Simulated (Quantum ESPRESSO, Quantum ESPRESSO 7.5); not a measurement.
# Work function and surface energy of Pb(100) against thickness

How thick must a slab of Pb(100) be?

Method: plane-wave DFT, PBE, GBRV ultrasoft pseudopotentials, in Quantum ESPRESSO 7.5.

**Measured values to reproduce.**

For Pb (polycrystalline sample, no single face), “Anisotropic work function of elemental crystals” (2019, arxiv:1902.07811) quotes earlier work: work function, loosely compared (polycrystalline sample, no single face) 4.25 eV.

This is a report of a sequence of runs, with most program output left out.

### 1. The structure

The cell holds 8 atoms: 8 Pb. Its edges and angles: a = 3.500 Å, b = 3.500 Å, c = 32.325 Å, α = 90.0°, β = 90.0°, γ = 90.0°. It derives from Pb. Vacuum lies along c.

Coordinates:

```
Pb
1.0
     3.50018    0.00000    0.00000
     0.00000    3.50018    0.00000
     0.00000    0.00000   32.32500
Pb
8
Cartesian
  1.7501 1.7501 7.5000
  0.0000 0.0000 9.9750
  1.7501 1.7501 12.4500
  0.0000 0.0000 14.9250
  1.7501 1.7501 17.4000
  0.0000 0.0000 19.8750
  1.7501 1.7501 22.3500
  0.0000 0.0000 24.8250
```

### 2. Running the series

ASE writes the inputs, starts pw.x and reads the results. Under ESM bc1 the zero of energy of a symmetric slab is the vacuum, so the work function is minus the Fermi level.

Contents of run.py:

```python
import json
import numpy as np
from ase.build import fcc100
from ase.calculators.espresso import Espresso, EspressoProfile

profile = EspressoProfile(command='mpirun -n 4 pw.x -nk 4', pseudo_dir='../pseudo')
pseudopotentials = {'Pb': 'pb_pbe_v1.uspp.F.UPF'}
system = {'ecutwfc': 40, 'ecutrho': 200, 'occupations': 'smearing', 'smearing': 'mv', 'degauss': 0.02}


def calculator(name, kpts, **extra):
    data = dict(control=dict(tprnfor=True, verbosity='high', disk_io='none'),
                system=system | extra,
                electrons=dict(conv_thr=1e-07, mixing_beta=0.4, mixing_mode='local-TF',
                               electron_maxstep=100))
    return Espresso(profile=profile, directory=name, pseudopotentials=pseudopotentials, kpts=kpts, input_data=data)


def centre(atoms):
    z = atoms.positions[:, 2]
    atoms.positions[:, 2] -= (z.max() + z.min()) / 2  # ESM wants the slab about z = 0
    return atoms


rows = []
for n in [3, 4, 5, 6, 7, 8]:
    slab = centre(fcc100('Pb', size=(1, 1, n), a=4.95, vacuum=7.5, periodic=True))
    slab.set_initial_magnetic_moments([0.0] * n)
    slab.calc = calculator(f'n{n}', (8, 8, 1), assume_isolated='esm', esm_bc='bc1')
    energy = slab.get_potential_energy()
    work = -slab.calc.get_fermi_level()
    force = slab.get_forces()[-1, 2]
    rows.append([n, energy, work, force])
    print(f'{n} layers: E = {energy:.5f} eV, work function {work:.3f} eV, force on the top atom {force:+.3f} eV/A')

n, energy = np.array(rows)[:, :2].T
slope, offset = np.polyfit(n[1:], energy[1:], 1)
area = np.linalg.norm(np.cross(*slab.cell[:2]))
gamma = offset / (2 * area) * 16.0218
print(f'bulk energy from the slope {slope:.5f} eV an atom; unrelaxed surface energy {gamma:.3f} J/m^2')
json.dump(dict(rows=rows, slope=slope, gamma=gamma), open('result.json', 'w'))
```

Run with:

```console
$ OMP_NUM_THREADS=1 python run.py
```

It took 16 min on 4 MPI ranks of Arm Neoverse V2, shared host; peak memory 1.3 GiB.

Read from the output:

```
surface energy                     : 0.3615 J/m²
work function of the thickest slab : 3.735 eV
```

The work function by layers:

```csv
layers,work function (eV)
3.00,3.72
4.00,3.75
5.00,3.71
6.00,3.76
7.00,3.77
8.00,3.73
```

Force on the top atom along the normal against layers:

```csv
layers,force on the top atom along the normal (eV/Å)
3.00,0.0255
4.00,-0.116
5.00,-0.143
6.00,-0.174
7.00,-0.0897
8.00,-0.163
```

The energy less the bulk line's slope by layers:

```csv
layers,energy less the bulk line's slope (meV)
3.00,576
4.00,532
5.00,559
6.00,585
7.00,552
8.00,536
```

### 3. The script: LDA, GBRV ultrasoft

Level of this step: plane-wave DFT, LDA, GBRV ultrasoft pseudopotentials (Quantum ESPRESSO 7.5).

run.py is the input of step 2 with these lines changed:

```diff
@@ -6,3 +6,3 @@
 profile = EspressoProfile(command='mpirun -n 4 pw.x -nk 4', pseudo_dir='../pseudo')
-pseudopotentials = {'Pb': 'pb_pbe_v1.uspp.F.UPF'}
+pseudopotentials = {'Pb': 'pb_lda_v1.uspp.F.UPF'}
 system = {'ecutwfc': 40, 'ecutrho': 200, 'occupations': 'smearing', 'smearing': 'mv', 'degauss': 0.02}
```

Run with:

```console
$ OMP_NUM_THREADS=1 python run.py
```

Elapsed: 16 min, on 4 MPI ranks; peak memory 1.3 GiB.

Numbers from this step:

| Item | Value |
| --- | --- |
| surface energy | 0.5979 J/m² |
| work function of the thickest slab | 4.058 eV |

Table of work function by layers:

```csv
layers,work function (eV)
3.00,4.05
4.00,4.07
5.00,4.03
6.00,4.07
7.00,4.09
8.00,4.06
```

Force on the top atom along the normal against layers:

```csv
layers,force on the top atom along the normal (eV/Å)
3.00,-0.318
4.00,-0.445
5.00,-0.456
6.00,-0.515
7.00,-0.414
8.00,-0.498
```

Table of energy less the bulk line's slope by layers:

```csv
layers,energy less the bulk line's slope (meV)
3.00,934
4.00,895
5.00,920
6.00,945
7.00,914
8.00,898
```

### 4. The arithmetic

γ = (E_N − N e_bulk)/(2A). The excess of the thickest slab is 0.536 eV and A = 12.251 Å²: 0.536/(2 × 12.251) × 16.02 = 0.35 J/m² (1 eV/Å² = 16.02 J/m²); the fit's intercept gives 0.36.

### 5. Summary of results

- work function of the thickest slab, PBE, GBRV ultrasoft: 3.73 eV
- unrelaxed surface energy, PBE, GBRV ultrasoft: 0.36 J/m²
- work function of the thickest slab, LDA, GBRV ultrasoft: 4.06 eV
- unrelaxed surface energy, LDA, GBRV ultrasoft: 0.60 J/m²

The thickest slab gives a work function of 3.73 eV and the series an unrelaxed surface energy of 0.36 J/m² (PBE, GBRV ultrasoft). The work function swings by 0.07 eV over 3 to 8 layers and by 0.04 eV over the last step; confined states crossing the Fermi level and the finite mesh both contribute. From 3 layers on it stays within 0.1 eV. The force on the top atom of the thickest slab points inwards (0.16 eV/Å). The slabs are cut from the bulk at the tabulated lattice constant and not relaxed; the surface energy comes from a straight line through the energies of all but the thinnest slab. Spin-orbit coupling is left out; depending on the atoms that carry the levels of interest, it can split and shift them by tenths of an eV to an eV or more.

Comparison with the measured values:

| quantity | measured | PBE, GBRV | LDA, GBRV |
| --- | --- | --- | --- |
| work function, loosely compared (polycrystalline sample, no single face) (eV) | 4.25 | 3.73 (-0.52 eV) | 4.06 (-0.19 eV) |

Measured values from arxiv:1902.07811 (2019).

Verdict: A polycrystal averages over faces, so this is a loose comparison.

[Logs are printed without paths, hosts, clocks, repeated set-up lines and the standing remarks that a program may print on its own settings, such as how far it seeks lower states.]

[Hosts, paths, dates, database ids (printed as entryN), source tags and the programs' standing remarks are cut or masked in the printed files.]

[Maps of the electrostatic potential energy from Ansatz leave out the sawtooth potential of an applied field or a dipole correction, so their vacuum need not be flat; planar profiles and work functions include it.]
